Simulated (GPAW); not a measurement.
# Fe: cost and accuracy of all numerical settings together

Two starts of Fe are run at each rung of all numerical settings together. Which rung is enough?

Program: GPAW 26.7.0. Level of theory: PBE; plane waves with GPAW's PAW setups, scalar-relativistic. Values are calculated unless marked as measured.

The database entry behind the starting cell differs from other determinations of this structure, so it need not match the best structure at room temperature.

### Step 1. The system as given

Symmetry: Im-3m, No. 229, cubic system. Conventional cell: a = 2.886 Å, b = 2.886 Å, c = 2.886 Å, α = 90.00°, β = 90.00°, γ = 90.00°. Fe has 8 Fe at 2.50 Å nearest.

### Step 2. Rung 1 (280 eV, mesh 6×6×6), start ferro +

Several settings change at once from rung to rung, from a quick look to a careful run; the headings and inputs name them.

Contents of order1.py:

```python
import json
import numpy as np
from ase import Atoms
from ase.parallel import paropen, parprint
from gpaw import GPAW

atoms = Atoms(['Fe'],
    cell=[[-1.443, 1.443, 1.443],
         [1.443, -1.443, 1.443],
         [1.443, 1.443, -1.443]],
    scaled_positions=[[0.0, 0.0, 0.0]],
    pbc=True,
    magmoms=[2.8])
atoms.calc = GPAW(mode={'name': 'pw', 'ecut': 280},
    xc='PBE',
    kpts={'size': (6, 6, 6), 'gamma': True},
    occupations={'name': 'fermi-dirac', 'width': 0.2},
    convergence={'density': 1e-05, 'energy': 1e-05},
    maxiter=200,
    symmetry={'tolerance': 1e-4},
    txt='order1.txt')
e = atoms.get_potential_energy(force_consistent=True)
res = {'free_energy': e, 'energy_sigma0': atoms.get_potential_energy(), 'fermi_energy': atoms.calc.get_fermi_level()}
res['moments'] = atoms.get_magnetic_moments().tolist()
res['total'] = atoms.get_magnetic_moment()
parprint('site moments (muB):', np.round(res['moments'], 3))
parprint(f"total moment: {res['total']:.3f} muB")
parprint(f'free energy: {e:.6f} eV')
atoms.calc.write('order1.gpw')
with paropen('results.json', 'w') as f:
    json.dump(res, f)
```

On the command line:

```console
$ OMP_NUM_THREADS=1 mpirun -n 2 gpaw python order1.py > order1.log
```

Output:

```text
site moments (muB): [2.297]
total moment: 2.269 muB
free energy: -8.847595 eV

--- order1.txt ---
Input parameters:
  mode=PW(ecut=280),
  convergence={'density': 1e-05, 'energy': 1e-05},
  kpts=MonkhorstPack(size=(6, 6, 6), gamma=True),
  maxiter=200,
  occupations=Occupations(name='fermi-dirac', width=0.2),
  symmetry=Symmetry(tolerance=0.0001),
  xc=XC(name='PBE')

Diagonalizing LCAO Hamiltonian
Converting LCAO to pw mode

       Fe

Atoms  # Å, Bohr magnetons
|   | symbol |        x |        y |        z |    initial magnetic moments |
|---|--------|----------|----------|----------|-----------------------------|
| 0 |     Fe | 0.000000 | 0.000000 | 0.000000 | ( 0.0000,  0.0000,  2.8000) |

Unit cell  # Å
| periodic |         x |         y |         z |  lengths |     angles |
|----------|-----------|-----------|-----------|----------|------------|
|      yes | -1.443000 |  1.443000 |  1.443000 | 2.499349 | 109.471221 |
|      yes |  1.443000 | -1.443000 |  1.443000 | 2.499349 | 109.471221 |
|      yes |  1.443000 |  1.443000 | -1.443000 | 2.499349 | 109.471221 |

Number of symmetries: 48

BZ-sampling:
  Number of BZ points: 216
  Number of IBZ points: 16

  Monkhorst-Pack size: [6, 6, 6]
  Monkhorst-Pack shift: [0.083333, 0.083333, 0.083333]

Plane wave coefficients: 135
Cutoff: 280.0 eV

Spin-components: 2 (collinear spins)
Bands:           9
Projectors:      6
Spin-degeneracy: 1
Datatype:        complex128

Parallelization:
  kpt:    2
  domain: 1
  band:   1

Density:
  Valence electrons: 8.0
  Components: 2
  Grid points: [10 10 10]
  Charge: 0.0  # |e|

Potential:
  Grid points: [10 10 10]

[... setups left out ...]
Reference energy: -34619.454600  # eV

eigensolver:
  PPCG
  Converge bands: occupied
  niter=2

density mixing:
  MSR1-Mixer
  Pratt-step length: 0.05
  Maximum mixing coefficient: 0.75
  Old densities: 10
  SVD Regularization: 0.005
  Good broyden scale: 1.0
  Trust region scale: 1.0
  Backstep threshold: 4.0
  History deletion threshold: 6.0
  Fourier metric: weight=20.0, sigma=0.015

occupation numbers:
  Fermi-Dirac:
    width: 0.2000  # eV

poisson solver:
  ecut: 2240.0  # eV

xc functional:
  name: PBE with 2 nearest neighbor stencil

convergence criteria:
- Maximum integral of absolute [dens]ity change: 1e-05 electrons / valence electron
- Maximum [total energy] change in last 3 cyles: 1e-05 eV / valence electron
- Maximum integral of absolute [eigenst]ate change: 4e-08 eV^2 / valence electron
maximum number of iterations: 200

SCF iterations
|iter     |      energy | eigst |  dens |  magmom |
|---------|-------------|-------|-------|---------|
|iter:   1|       0s |   -8.681178 | +0.21 |       |  +2.8049|
|iter:   2|       0s |   -8.680364 | -1.97 | -1.02 |  +2.7846|
|iter:   3|       0s |   -8.725466 | -2.37 | -1.07 |  +2.6154|
|iter:   4|       0s |   -8.753473 | -3.32 | -1.36 |  +2.5241|
|iter:   5|       1s |   -8.781064 | -3.01 | -1.51 |  +2.3551|
|iter:   6|       1s |   -8.783417 | -4.20 | -2.08 |  +2.3035|
|iter:   7|       1s |   -8.783925 | -4.66 | -2.44 |  +2.2678|
|iter:   8|       1s |   -8.783909 | -6.24 | -3.06 |  +2.2672|
|iter:   9|       2s |   -8.783871c| -6.08 | -3.32 |  +2.2689|
|iter:  10|       2s |   -8.783868c| -8.12c| -4.18 |  +2.2690|
|iter:  11|       2s |   -8.783867c| -7.61c| -4.53 |  +2.2691|
|iter:  12|       2s |   -8.783867c| -9.23c| -5.86c|  +2.2691|

Converged in 12 steps
Energy contributions relative to reference atoms: (reference = -34619.454600)

Energy contributions:
  Kinetic:           5.636245
  Coulomb:          -5.083654
  Zero:              0.483953
  External:          0.000000
  Xc:               -9.756683
  Entropy:          -0.127456
  Spinorbit:         0.000000
  ----------------------------
  Free energy:      -8.847595
  Extrapolated:     -8.783867

dipole moment: (-3.536851, -3.536851, -3.536851)  # |e|*Ang

Total magnetic moment: (0.000000, 0.000000, 2.269124)

Local magnetic moments
|        x |        y |        z |
|----------|----------|----------|
| 0.000000 | 0.000000 | 2.297213 |  # Fe   0

Fermi level: 9.439
Eigenvalues  # (at kpt = [0.000, 0.000, 0.000])
| band index |      eig [eV] | occ [0-1] |      eig [eV] | occ [0-1] |
|------------|---------------|-----------|---------------|-----------|
|          0 |         1.101 |     1.000 |         1.255 |     1.000 |
|          1 |         7.183 |     1.000 |         9.184 |     0.782 |
|          2 |         7.183 |     1.000 |         9.184 |     0.782 |
|          3 |         7.183 |     1.000 |         9.184 |     0.782 |
|          4 |         8.309 |     0.997 |        11.106 |     0.000 |
|          5 |         8.309 |     0.997 |        11.106 |     0.000 |
|          6 |        36.048 |     0.000 |        38.544 |     0.000 |
|          7 |        38.351 |     0.000 |        38.544 |     0.000 |
|          8 |        38.351 |     0.000 |        40.948 |     0.000 |

No gap
No difference between direct/indirect transitions
```

The job ended after 7.8 s (2 MPI ranks of Arm Neoverse N1, shared host; peak memory 0.28 GiB).

Numbers from this step:

```
magnetization  : 2.269 μB
final state    : ferromagnetic
largest moment : 2.297 μB
```

After 12 cycles the largest moment stands at 2.30 μB.

### Step 3. Rung 1 (280 eV, mesh 6×6×3), start antiferro q=(0,0,1/2) +-

The second start gives the energy difference between the two end states, the quantity that is followed up the ladder. Its q is in fractions of the reciprocal vectors of the first run's cell.

order2.py is the script of step 2 with these lines changed:

```diff
@@ -6,12 +6,13 @@
 
-atoms = Atoms(['Fe'],
+atoms = Atoms(['Fe', 'Fe'],
     cell=[[-1.443, 1.443, 1.443],
          [1.443, -1.443, 1.443],
-         [1.443, 1.443, -1.443]],
-    scaled_positions=[[0.0, 0.0, 0.0]],
+         [2.886, 2.886, -2.886]],
+    scaled_positions=[[0.0, 0.0, 0.0],
+         [0.0, 0.0, 0.5]],
     pbc=True,
-    magmoms=[2.8])
+    magmoms=[2.8, -2.8])
 atoms.calc = GPAW(mode={'name': 'pw', 'ecut': 280},
     xc='PBE',
-    kpts={'size': (6, 6, 6), 'gamma': True},
+    kpts={'size': (6, 6, 3), 'gamma': True},
     occupations={'name': 'fermi-dirac', 'width': 0.2},
@@ -20,3 +21,3 @@
     symmetry={'tolerance': 1e-4},
-    txt='order1.txt')
+    txt='order2.txt')
 e = atoms.get_potential_energy(force_consistent=True)
@@ -28,3 +29,3 @@
 parprint(f'free energy: {e:.6f} eV')
-atoms.calc.write('order1.gpw')
+atoms.calc.write('order2.gpw')
 with paropen('results.json', 'w') as f:
```

On the command line:

```console
$ OMP_NUM_THREADS=1 mpirun -n 2 gpaw python order2.py > order2.log
```

Output:

```text
site moments (muB): [ 2.031 -2.031]
total moment: 0.000 muB
free energy: -17.288097 eV

--- order2.txt ---
Input parameters:
  mode=PW(ecut=280),
  convergence={'density': 1e-05, 'energy': 1e-05},
  kpts=MonkhorstPack(size=(6, 6, 3), gamma=True),
  maxiter=200,
  occupations=Occupations(name='fermi-dirac', width=0.2),
  symmetry=Symmetry(tolerance=0.0001),
  xc=XC(name='PBE')

Diagonalizing LCAO Hamiltonian
Converting LCAO to pw mode

       Fe

           Fe

Atoms  # Å, Bohr magnetons
|   | symbol |        x |        y |         z |    initial magnetic moments |
|---|--------|----------|----------|-----------|-----------------------------|
| 0 |     Fe | 0.000000 | 0.000000 |  0.000000 | ( 0.0000,  0.0000,  2.8000) |
| 1 |     Fe | 1.443000 | 1.443000 | -1.443000 | ( 0.0000,  0.0000, -2.8000) |

Number of symmetries: 4

BZ-sampling:
  Number of BZ points: 108
  Number of IBZ points: 34

  Monkhorst-Pack size: [6, 6, 3]
  Monkhorst-Pack shift: [0.083333, 0.083333, 0.0]

Plane wave coefficients: 269
Cutoff: 280.0 eV

Spin-components: 2 (collinear spins)
Bands:           14
Projectors:      12
Spin-degeneracy: 1
Datatype:        complex128

Parallelization:
  kpt:    2
  domain: 1
  band:   1

Density:
  Valence electrons: 16.0
  Components: 2
  Grid points: [10 10 20]
  Charge: 0.0  # |e|

Potential:
  Grid points: [10 10 20]

[... setups left out ...]
Reference energy: -69238.909200  # eV

convergence criteria:
- Maximum integral of absolute [dens]ity change: 1e-05 electrons / valence electron
- Maximum [total energy] change in last 3 cyles: 1e-05 eV / valence electron
[...]
|iter:  10|       5s |  -17.074992 | -6.97 | -4.00 |  -0.0000|
|iter:  11|       5s |  -17.074989c| -7.96c| -4.51 |  +0.0000|
|iter:  12|       6s |  -17.074991c| -7.81c| -4.26 |  -0.0000|
|iter:  13|       6s |  -17.074988c| -8.11c| -4.80 |  +0.0000|
|iter:  14|       7s |  -17.074987c| -8.55c| -5.23c|  +0.0000|

Converged in 14 steps
Energy contributions relative to reference atoms: (reference = -69238.909200)

Energy contributions:
  Kinetic:           8.093071
  Coulomb:          -7.522911
  Zero:              0.967319
  External:          0.000000
  Xc:              -18.399355
  Entropy:          -0.426220
  Spinorbit:         0.000000
  ----------------------------
  Free energy:     -17.288097
  Extrapolated:    -17.074987

dipole moment: (-7.087961, -7.087961, -7.087933)  # |e|*Ang

Total magnetic moment: (0.000000, 0.000000, 0.000000)

Local magnetic moments
|        x |        y |         z |
|----------|----------|-----------|
| 0.000000 | 0.000000 |  2.031273 |  # Fe   0
| 0.000000 | 0.000000 | -2.031272 |  # Fe   1

Fermi level: 9.730
Eigenvalues  # (at kpt = [0.000, 0.000, 0.000])
| band index |      eig [eV] | occ [0-1] |      eig [eV] | occ [0-1] |
|------------|---------------|-----------|---------------|-----------|
|          0 |         1.173 |     1.000 |         1.173 |     1.000 |
|          1 |         5.156 |     1.000 |         5.156 |     1.000 |
|          2 |         6.679 |     1.000 |         6.679 |     1.000 |
|          3 |         7.737 |     1.000 |         7.737 |     1.000 |
|          4 |         7.876 |     1.000 |         7.876 |     1.000 |
[...]
|         10 |        10.989 |     0.002 |        10.989 |     0.002 |
|         11 |        11.055 |     0.001 |        11.055 |     0.001 |
|         12 |        16.881 |     0.000 |        16.881 |     0.000 |
|         13 |        28.767 |     0.000 |        28.767 |     0.000 |

No gap
No difference between direct/indirect transitions
```

It took 11 s on 2 MPI ranks; peak memory 0.29 GiB.

Numbers from this step:

```
magnetization  : 0 μB
final state    : antiferromagnetic
largest moment : 2.031 μB
```

This start lies +203.5 meV a seeded atom from the first; its largest moment is 2.03 μB.

### Step 4. Rung 2 (380 eV, mesh 8×8×8), start ferro +

order1.py is the script of step 2 with these lines changed:

```diff
@@ -13,6 +13,6 @@
     magmoms=[2.8])
-atoms.calc = GPAW(mode={'name': 'pw', 'ecut': 280},
+atoms.calc = GPAW(mode={'name': 'pw', 'ecut': 380},
     xc='PBE',
-    kpts={'size': (6, 6, 6), 'gamma': True},
-    occupations={'name': 'fermi-dirac', 'width': 0.2},
+    kpts={'size': (8, 8, 8), 'gamma': True},
+    occupations={'name': 'fermi-dirac', 'width': 0.15},
     convergence={'density': 1e-05, 'energy': 1e-05},
```

On the command line:

```console
$ OMP_NUM_THREADS=1 mpirun -n 2 gpaw python order1.py > order1.log
```

Output:

```text
site moments (muB): [2.343]
total moment: 2.301 muB
free energy: -8.890937 eV

--- order1.txt ---
Input parameters:
  mode=PW(ecut=380),
  convergence={'density': 1e-05, 'energy': 1e-05},
  kpts=MonkhorstPack(size=(8, 8, 8), gamma=True),
  maxiter=200,
  occupations=Occupations(name='fermi-dirac', width=0.15),
  symmetry=Symmetry(tolerance=0.0001),
  xc=XC(name='PBE')

Diagonalizing LCAO Hamiltonian
[...]
|          3 |         7.136 |     1.000 |         9.189 |     0.788 |
|          4 |         8.257 |     0.999 |        11.083 |     0.000 |
|          5 |         8.257 |     0.999 |        11.083 |     0.000 |
|          6 |        35.526 |     0.000 |        38.522 |     0.000 |
|          7 |        38.361 |     0.000 |        38.522 |     0.000 |
|          8 |        38.361 |     0.000 |        40.949 |     0.000 |

No gap
No difference between direct/indirect transitions

[key lines of the parts left out:]
Free energy:      -8.890937
Converged in 12 steps
dipole moment: (-3.536316, -3.536316, -3.536316)  # |e|*Ang
Fermi level: 9.386
```

Elapsed: 8.3 s, on 2 MPI ranks; peak memory 0.29 GiB.

Read from the output:

| Quantity | Value |
| --- | --- |
| magnetization | 2.301 μB |
| final state | ferromagnetic |
| largest moment | 2.343 μB |

The largest moment moves by +0.05 μB from rung 1, at 1.1 times its CPU time.

### Step 5. Rung 2 (380 eV, mesh 8×8×4), start antiferro q=(0,0,1/2) +-

order2.py is the script of step 3 with these lines changed:

```diff
@@ -14,6 +14,6 @@
     magmoms=[2.8, -2.8])
-atoms.calc = GPAW(mode={'name': 'pw', 'ecut': 280},
+atoms.calc = GPAW(mode={'name': 'pw', 'ecut': 380},
     xc='PBE',
-    kpts={'size': (6, 6, 3), 'gamma': True},
-    occupations={'name': 'fermi-dirac', 'width': 0.2},
+    kpts={'size': (8, 8, 4), 'gamma': True},
+    occupations={'name': 'fermi-dirac', 'width': 0.15},
     convergence={'density': 1e-05, 'energy': 1e-05},
```

On the command line:

```console
$ OMP_NUM_THREADS=1 mpirun -n 2 gpaw python order2.py > order2.log
```

Output:

```text
site moments (muB): [ 2.031 -2.031]
total moment: 0.000 muB
free energy: -17.410078 eV

--- order2.txt ---
Input parameters:
  mode=PW(ecut=380),
  convergence={'density': 1e-05, 'energy': 1e-05},
  kpts=MonkhorstPack(size=(8, 8, 4), gamma=True),
  maxiter=200,
  occupations=Occupations(name='fermi-dirac', width=0.15),
  symmetry=Symmetry(tolerance=0.0001),
  xc=XC(name='PBE')

Diagonalizing LCAO Hamiltonian
[...]
|          3 |         7.698 |     1.000 |         7.698 |     1.000 |
|          4 |         7.841 |     1.000 |         7.841 |     1.000 |
[...]
|         10 |        10.970 |     0.000 |        10.970 |     0.000 |
|         11 |        10.999 |     0.000 |        10.999 |     0.000 |
|         12 |        16.850 |     0.000 |        16.850 |     0.000 |
|         13 |        28.769 |     0.000 |        28.769 |     0.000 |

No gap
No difference between direct/indirect transitions

[key lines of the parts left out:]
Free energy:     -17.410078
Converged in 14 steps
dipole moment: (-7.089440, -7.089440, -7.089412)  # |e|*Ang
Fermi level: 9.668
```

Run time: 25 s. Hardware: 2 MPI ranks; peak memory 0.32 GiB.

This step gave:

```
magnetization  : 0 μB
final state    : antiferromagnetic
largest moment : 2.031 μB
```

This start lies +185.9 meV a seeded atom from the first, a change of -17.6 meV since rung 1; its largest moment is 2.03 μB.

### Step 6. Rung 3 (500 eV, mesh 12×12×12), start ferro +

order1.py is the script of step 4 with these lines changed:

```diff
@@ -13,6 +13,6 @@
     magmoms=[2.8])
-atoms.calc = GPAW(mode={'name': 'pw', 'ecut': 380},
+atoms.calc = GPAW(mode={'name': 'pw', 'ecut': 500},
     xc='PBE',
-    kpts={'size': (8, 8, 8), 'gamma': True},
-    occupations={'name': 'fermi-dirac', 'width': 0.15},
+    kpts={'size': (12, 12, 12), 'gamma': True},
+    occupations={'name': 'fermi-dirac', 'width': 0.1},
     convergence={'density': 1e-05, 'energy': 1e-05},
```

On the command line:

```console
$ OMP_NUM_THREADS=1 mpirun -n 2 gpaw python order1.py > order1.log
```

Output:

```text
site moments (muB): [2.32]
total moment: 2.273 muB
free energy: -9.023453 eV

--- order1.txt ---
Input parameters:
  mode=PW(ecut=500),
  convergence={'density': 1e-05, 'energy': 1e-05},
  kpts=MonkhorstPack(size=(12, 12, 12), gamma=True),
  maxiter=200,
  occupations=Occupations(name='fermi-dirac', width=0.1),
  symmetry=Symmetry(tolerance=0.0001),
  xc=XC(name='PBE')

Diagonalizing LCAO Hamiltonian
[...]
|          3 |         7.123 |     1.000 |         9.139 |     0.884 |
|          4 |         8.239 |     1.000 |        11.067 |     0.000 |
|          5 |         8.239 |     1.000 |        11.067 |     0.000 |
|          6 |        35.049 |     0.000 |        38.519 |     0.000 |
|          7 |        38.353 |     0.000 |        38.519 |     0.000 |
|          8 |        38.353 |     0.000 |        40.930 |     0.000 |

No gap
No difference between direct/indirect transitions

[key lines of the parts left out:]
Free energy:      -9.023453
Converged in 12 steps
dipole moment: (-3.532967, -3.532967, -3.532967)  # |e|*Ang
Fermi level: 9.342
```

Run time: 15 s. Hardware: 2 MPI ranks; peak memory 0.3 GiB.

This step gave:

```yaml
magnetization: 2.273 μB
final_state: ferromagnetic
largest_moment: 2.320 μB
```

The largest moment moves by -0.02 μB from rung 2, at 1.9 times its CPU time.

(Continued in part 2 of 2.)

[Long decimals in the printed logs are rounded to 6 places.]

[Logs and program files are shortened in this print: banners, set-up blocks, solver, clock and traceback lines can be left out without a mark of their own.]

[Logs are printed without paths, hosts, clocks, repeated set-up lines and the standing remarks that a program may print on its own settings, such as how far it seeks lower states.]

[Hosts, paths, dates, database ids (printed as entryN), source tags and the programs' standing remarks are cut or masked in the printed files.]

[Where the starting crystal was built by hand or by swapping elements, it need not be the compound's stable phase.]

[Where a cell is said to come from a database of computed structures, the database is the Materials Project.]

[Runs that the program refused, that were killed for memory or that had too few empty states are not shown or counted.]

[Lattice constants of own cells that a recipe calls measured were typed without a cited source.]
